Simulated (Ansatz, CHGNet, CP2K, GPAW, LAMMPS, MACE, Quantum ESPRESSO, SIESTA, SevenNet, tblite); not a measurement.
# Codes compared on In2O3 with crystalline order left by the classical run (85 atoms)

How near do other programs and methods come to a plane-wave reference for In2O3 with crystalline order left by the classical run (85 atoms)? A plane-wave run serves as the reference.

Calculated with Quantum ESPRESSO 7.5; Kohn-Sham DFT, PBE, SSSP efficiency 1.3.0 pseudopotentials, plane waves.

### 1. The structure

The cell holds 85 atoms: 34 In and 51 O. Its edges and angles: a = 10.561 Å, b = 10.561 Å, c = 10.561 Å, α = 90.0°, β = 90.0°, γ = 90.0°. 85 atoms (34 Sc, 51 O) placed at random at 3.63 g/cm³, melted at 5000 K for 10 ps at fixed volume with the Morse and Coulomb pair potential with partial charges (Pedone, Malavasi, Menziani, Cormack and Segre, J. Phys. Chem. B 110, 11780 (2006)). Quenched from 5000 K to 300 K at 10 K/ps and fixed volume, held 10 ps at zero pressure, then minimised at fixed cell. Then Sc was replaced by In and the cell scaled by 1.038 (the potential has no terms for the new elements, so the cell is a start for a DFT relaxation).

### 2. Plane-wave reference

The input, pw.in:

```
&control
  calculation = 'scf'
  pseudo_dir = './pseudo'
  outdir = './tmp'
  disk_io = 'none'
  tprnfor = .true.
  tstress = .true.
/
&system
  ibrav = 0
  nat = 85
  ntyp = 2
  ecutwfc = 60
  ecutrho = 480
  nosym = .true.
  occupations = 'smearing'
  smearing = 'fd'
  degauss = 0.003675
/
&electrons
  conv_thr = 4.3e-07
  electron_maxstep = 100
  mixing_beta = 0.4
  mixing_mode = 'plain'
  diagonalization = 'david'
/
ATOMIC_SPECIES
In 114.818 In.upf
O 15.999 O.upf
CELL_PARAMETERS angstrom
10.56142 0.00000 0.00000
0.00000 10.56142 0.00000
0.00000 0.00000 10.56142
ATOMIC_POSITIONS crystal
In 0.08861 0.82545 0.99279
In 0.17585 0.56740 0.84533
In 0.72887 0.53097 0.52458
In 0.93215 0.64855 0.22476
In 0.80020 0.63705 0.87605
In 0.96004 0.32046 0.66446
In 0.16792 0.34920 0.35344
In 0.94329 0.07256 0.15580
In 0.97805 0.67851 0.57987
In 0.34355 0.59318 0.57503
In 0.14543 0.10646 0.86571
In 0.49429 0.78268 0.31913
[... 69 atom lines left out ...]
O 0.63051 0.77764 0.47002
O 0.72968 0.32036 0.53827
O 0.24630 0.41726 0.53011
O 0.78300 0.52554 0.32771
K_POINTS gamma
```

On the command line:

```
$ OMP_NUM_THREADS=1 mpirun -np 4 pw.x -in pw.in > output.txt
```

Log:

```text
Program PWSCF
     gamma-point specific algorithms are used
     one sub-group per band group will be used
     scalapack distributed-memory algorithm (size of sub-group:  2*  2 procs)
     Parallelization info
     sticks:   dense  smooth     PW     G-vecs:    dense   smooth      PW
     Min        3803    1902    473               353068   124869   15630
     Max        3806    1906    478               353074   124870   15633
     Sum       15217    7613   1901              1412283   499479   62525
     bravais-lattice index     =            0
     lattice parameter (alat)  =      19.9582  a.u.
     unit-cell volume          =    7949.9343 (a.u.)^3
     number of atoms/cell      =           85
     number of atomic types    =            2
     number of electrons       =       748.00
[... lines left out ...]
     scf convergence threshold =      4.3E-07
[... lines left out ...]
     number of k points=     1  Fermi-Dirac smearing, width (Ry)=  0.0037
[... lines left out ...]
     total energy              =   -7042.65699043 Ry
[... lines left out ...]
     total energy              =   -7050.19261846 Ry
[... lines left out ...]
     total energy              =   -7050.83629511 Ry
[... lines left out ...]
     total energy              =   -7050.96312358 Ry
[... lines left out ...]
     total energy              =   -7050.96312485 Ry
[... lines left out ...]
    -9.8845  -9.7485  -9.6916  -9.5952  -9.5630  -9.5029  -9.4923  -9.4401
    -9.4307  -9.3928  -9.3319  -9.3074  -9.2664  -9.2478  -9.1713  -9.1584
    -9.1314  -9.1149  -9.0787  -9.0733  -9.0548  -9.0319  -9.0170  -9.0122
[...]
16.1066  16.1930  16.2482  16.3158  16.3442  16.3953  16.4862  16.5601
    16.6195  16.6746  16.7160  16.7460  16.7613  16.9432  16.9818  17.0242
    17.0687
     the Fermi energy is     7.9924 ev
!    total energy              =   -7050.96312491 Ry
     estimated scf accuracy    <       0.00000007 Ry
     smearing contrib. (-TS)   =      -0.00574466 Ry
     internal energy E=F+TS    =   -7050.95738026 Ry
     The total energy is F=E-TS. E is the sum of the following terms:
     one-electron contribution =   -1922.97290719 Ry
     hartree contribution      =    1608.87990604 Ry
     xc contribution           =   -2002.30644991 Ry
     ewald contribution        =   -4248.98535715 Ry
     one-center paw contrib.   =    -485.57257204 Ry
     convergence has been achieved in  17 iterations
     Forces acting on atoms (cartesian axes, Ry/au):
     atom    1 type  1   force =    -0.01592845    0.00855999    0.00685132
     atom    2 type  1   force =    -0.01788704   -0.01264466    0.00339339
     atom    3 type  1   force =    -0.03144228   -0.00828736    0.01459913
[...]
atom   84 type  2   force =     0.01093666    0.00243380    0.00308663
     atom   85 type  2   force =     0.00802914   -0.00398579   -0.00138142
     Total force =     0.145533     Total SCF correction =     0.000735
     Computing stress (Cartesian axis) and pressure
          total   stress  (Ry/bohr**3)                   (kbar)     P=      -21.33
  -0.00030673  -0.00005101  -0.00011352          -45.12       -7.50      -16.70
  -0.00005101   0.00003634   0.00011419           -7.50        5.35       16.80
  -0.00011352   0.00011419  -0.00016451          -16.70       16.80      -24.20
     Message from routine punch:
     Nothing written, as per user request (disk_io='none')
```

It took 5 min on 4 MPI ranks of Arm Neoverse V2, shared host; peak memory 4.3 GiB.

Banners, paths, timers and routine set-up lines are dropped from the logs unmarked, and long logs keep their key lines alone; longer cuts are marked.

Numbers from this run:

- r.m.s. force component: 0.2343 eV/Å
- longest force: 1.094 eV/Å
- pressure: -2.132 GPa

### 3. Structure statistics

Pair distribution functions g(r), in bins of 0.1 Å:

| r (Å) | total | O-O | O-In | In-In |
| --- | --- | --- | --- | --- |
| 1.95 | 0.00 | 0.00 | 0.00 | 0.00 |
| 2.05 | 0.54 | 0.00 | 1.13 | 0.00 |
| 2.15 | 5.22 | 0.00 | 10.90 | 0.00 |
| 2.25 | 2.90 | 0.00 | 6.04 | 0.00 |
| 2.35 | 0.76 | 0.00 | 1.58 | 0.00 |
| 2.45 | 0.26 | 0.00 | 0.54 | 0.00 |
| 2.55 | 0.16 | 0.00 | 0.33 | 0.00 |
| 2.65 | 0.07 | 0.10 | 0.08 | 0.00 |
| 2.75 | 0.41 | 0.57 | 0.43 | 0.00 |
| 2.85 | 0.99 | 2.49 | 0.20 | 0.00 |
| 2.95 | 1.38 | 3.82 | 0.00 | 0.00 |
| 3.05 | 1.19 | 2.85 | 0.17 | 0.52 |
| 3.15 | 1.59 | 3.48 | 0.28 | 1.30 |
| 3.25 | 1.18 | 2.11 | 0.26 | 1.83 |
| 3.35 | 1.23 | 1.47 | 0.44 | 3.04 |
| 3.45 | 1.29 | 1.58 | 0.59 | 2.72 |
| 3.55 | 1.01 | 0.80 | 0.60 | 2.69 |
| 3.65 | 1.09 | 0.92 | 0.81 | 2.31 |
| 3.75 | 0.74 | 0.20 | 1.03 | 1.05 |
| 3.85 | 1.19 | 0.48 | 1.17 | 2.84 |
| 3.95 | 1.16 | 0.55 | 1.07 | 2.80 |
| 4.05 | 0.68 | 0.26 | 0.82 | 1.19 |
| 4.15 | 0.92 | 0.46 | 1.07 | 1.51 |
| 4.25 | 0.91 | 0.76 | 1.08 | 0.72 |
| 4.35 | 0.90 | 1.29 | 0.85 | 0.17 |
| 4.45 | 0.98 | 0.95 | 1.12 | 0.66 |
| 4.55 | 0.84 | 0.52 | 1.15 | 0.62 |
| 4.65 | 0.56 | 0.27 | 0.95 | 0.07 |
| 4.75 | 0.77 | 0.32 | 1.32 | 0.14 |
| 4.85 | 1.02 | 0.64 | 1.40 | 0.76 |
| 4.95 | 1.05 | 0.68 | 1.59 | 0.27 |
| 5.05 | 1.22 | 0.73 | 1.91 | 0.25 |
| 5.15 | 1.13 | 1.28 | 1.27 | 0.37 |
| 5.25 | 1.26 | 1.78 | 1.20 | 0.30 |

Bonds by pair of elements; cutoffs follow the first minimum of g(r), held within bounds set by covalent radii, and pairs that aren't listed don't count as bonded (cutoffs were set anew for this text, so counts can differ from the run's own analysis):

| pair A-B | cutoff (Å) | bonds | mean length (Å) | spread (Å) | shortest (Å) | B about A | A about B |
| --- | --- | --- | --- | --- | --- | --- | --- |
| O-In | 2.62 | 185 | 2.21 | 0.09 | 2.06 | 3.63 | 5.44 |

How many atoms have how many bonded neighbours:

| element | mean | 3 | 4 | 5 | 6 |
| --- | --- | --- | --- | --- | --- |
| In | 5.44 | 0 | 2 | 15 | 17 |
| O | 3.63 | 19 | 32 | 0 | 0 |

Rings of the network by King's shortest-path rule, up to 12 atoms, one path for each pair of neighbours; H, halogens, alkali and alkaline-earth atoms are left out, and the last column divides by all other atoms, bonded or not:

| ring size (atoms) | rings | per network atom |
| --- | --- | --- |
| 4 | 57 | 0.671 |
| 6 | 165 | 1.94 |
| 8 | 70 | 0.824 |

### 4. The other programs

The programs:
- CHGNet: machine-learned potential, published weights.
- CP2K 2026.2: Gaussian basis with GTH pseudopotentials and a plane-wave density; labels give functional, basis (MOLOPT sets; SR short-range, UZH the newer set with its own potentials), grid cutoff/relative cutoff and solver (OT: orbital transformation; TRS4, TC2, SIGN: linear-scaling purification with its sparsity filter), or its built-in tight binding.
- GPAW 26.7.0: PAW with atomic orbitals (LCAO), plane waves or a real-space grid of spacing h.
- MACE: machine-learned potential, published weights.
- SIESTA 5.4.2: numerical atomic orbitals, whose automatically made sets are far from complete, with PseudoDojo norm-conserving potentials that we converted to its format (checked against plane waves on the same files for H, C, O, Si, Ge and Ca alone); labels give functional, basis size, energy shift and mesh cutoff.
- SevenNet: machine-learned potential, published weights.

All use the same cell and atoms; the electronic-structure runs use the same k-mesh, and an electronic temperature of 580 K (0.05 eV) where levels are smeared.

Differences are against the plane-wave reference, forces as r.m.s. over components; share is that over the reference's r.m.s. force, slope the least-squares factor from reference forces to these. Total energies of different programs have different zeros and aren't compared.

| run | Δ force, r.m.s. (meV/Å) | share (%) | slope | Δ pressure (GPa) | cores | CPU time | memory (GiB) |
| --- | --- | --- | --- | --- | --- | --- | --- |
| reference | - | - | - | - | 4 | 20 min | 4.3 |
| CHGNet r2SCAN potential | 113 | 48.2 | 0.672 | -4.03 | 1 | 4.4 s | 1.1 |
| CP2K PBE, DZVP-UZH, 800/50 Ry, diagonalisation | 38.6 | 16.5 | 1.041 | 2.40 | 2 | 11 min | 5.4 |
| GPAW PBE, LCAO dzp, h 0.18 Å | 64.9 | 27.7 | 1.078 | - | 1 | 7.1 min | 2.1 |
| GPAW PBE, LCAO dzp, h 0.22 Å (coarse) | 141 | 60.0 | 1.084 | - | 1 | 4.3 min | 1.2 |
| MACE MP-0b3 medium potential | 47.9 | 20.4 | 0.926 | 0.286 | 1 | 8.4 s | 1.1 |
| SIESTA PBE, DZ, shift 0.01 Ry, mesh 500 Ry (coarse) | 136 | 57.9 | 1.137 | 0.150 | 2 | 4.2 min | 1.8 |
| SIESTA PBE, DZP, shift 0.01 Ry, mesh 500 Ry | 81.2 | 34.6 | 1.096 | 1.08 | 4 | 12 min | 3.2 |
| SIESTA PBE, SZP, shift 0.01 Ry, mesh 500 Ry (coarse) | 85.7 | 36.6 | 1.144 | 3.06 | 2 | 11 min | 2.5 |
| SIESTA revPBE, PBE potentials, DZP, shift 0.01 Ry, mesh 500 Ry | 81.2 | 34.7 | 1.116 | 3.36 | 4 | 12 min | 3.2 |
| SevenNet 0 potential | 49.0 | 20.9 | 0.916 | 0.445 | 1 | 7.5 s | 0.91 |

Rows marked coarse were listed beforehand as settings not expected to be converged; some can still land near the reference.

Times of the machine-learned potentials are mostly Python's start and the loading of weights.

CPU time is summed over cores on a shared host, where runs went side by side, so it is rough. Symmetry, cutoffs, thresholds, outputs and thread counts weren't matched or tuned between programs; memory under MPI is the largest rank's times the ranks.

Runs without a result: tblite GFN1-xTB (ended with an error: overlap matrix not positive definite).

Mean charges by element (e), by run and scheme:

| run | scheme | In | O |
| --- | --- | --- | --- |
| CP2K PBE, DZVP-UZH, 800/50 Ry, diagonalisation | Mulliken | +1.26 | -0.84 |
| CP2K PBE, DZVP-UZH, 800/50 Ry, diagonalisation | Hirshfeld | +0.53 | -0.36 |
| SIESTA PBE, DZP, shift 0.01 Ry, mesh 500 Ry | Hirshfeld | +0.47 | -0.31 |
| SIESTA revPBE, PBE potentials, DZP, shift 0.01 Ry, mesh 500 Ry | Hirshfeld | +0.48 | -0.32 |

Within one program, basis, potentials and functional, energies share a zero. Each run against its twin at the usual cutoff or grid and solver:

| run | twin | Δ energy (meV/atom) | Δ force, r.m.s. (meV/Å) | CPU time over the twin's |
| --- | --- | --- | --- | --- |
| GPAW PBE, LCAO dzp, h 0.22 Å | LCAO dzp, h 0.18 Å | 166 | 128 | 0.61 |

### 5. Results

| Property | Result |
| --- | --- |
| reference r.m.s. force component | 0.234 eV/Å |
| nearest in forces | CP2K PBE, DZVP-UZH, 800/50 Ry, diagonalisation, 16 % |
| farthest in forces | GPAW PBE, LCAO dzp, h 0.22 Å (coarse), 60 % |
| cheapest electronic-structure run beside the reference | SIESTA PBE, DZ, shift 0.01 Ry, mesh 500 Ry, 4.2 min of CPU time |

In words: The PBE runs in local orbitals, coarse settings apart, differ by 16 % (CP2K PBE, DZVP-UZH, 800/50 Ry, diagonalisation) to 35 % (SIESTA PBE, DZP, shift 0.01 Ry, mesh 500 Ry); basis, grid and potentials can all enter. Machine-learned potentials differ by 20 % (MACE MP-0b3 medium potential) to 48 % (CHGNet r2SCAN potential); they were trained on other programs' data, some at another functional. Rows with another functional or a dispersion term differ by 35 % (SIESTA revPBE, PBE potentials, DZP, shift 0.01 Ry, mesh 500 Ry), which mixes the change of model with differences of basis and potentials, some of them made for another functional. Runs with settings chosen to be coarse differ by 37 % (SIESTA PBE, SZP, shift 0.01 Ry, mesh 500 Ry) to 60 % (GPAW PBE, LCAO dzp, h 0.22 Å), their programs' other errors included. Of the electronic-structure runs that take under half the reference's CPU time, GPAW PBE, LCAO dzp, h 0.18 Å comes nearest, at 28 % in 7.1 min against 20 min. In pressure, SIESTA PBE, SZP, shift 0.01 Ry, mesh 500 Ry misses by +3.1 GPa, at the same functional. Charges hang on scheme and program or settings: among these rows the mean for In runs from +0.47 to +1.26 e. In the reference: for some of the pairs, g(r) has its first main peak near 2.2 Å (O-In). The reference's pressure holds the uncorrected Pulay stress of its 60 Ry basis, so small pressure differences, and their order, may be the reference's own error. Machine-learned potentials mimic data converged in k, so the reference's own k-point error enters their differences. The quench rate of 10 K/ps is many orders above laboratory rates, so the cell is likely richer in defects and strain than a real sample. The network of bonds at the start is that of the classical potential that made the cell, and needn't be the one that DFT or experiment would give. The reference's stress is far from hydrostatic: its diagonal is -4.5, 0.5, -2.4 GPa, compression counted positive. The reference's pressure of -2.1 GPa belongs to a cell and atoms that aren't relaxed at this level. The electronic-structure runs sample only Γ, in a cell whose shortest periodic width is 11 Å.

[Also dropped from logs without a mark: logging warnings of Python, and SIESTA's first energy breakdown and zero terms.]

[Logs are printed without paths, hosts, clocks, repeated set-up lines and the standing remarks that a program may print on its own settings, such as how far it seeks lower states.]

[Hosts, paths, dates, database ids (printed as entryN), source tags and the programs' standing remarks are cut or masked in the printed files.]
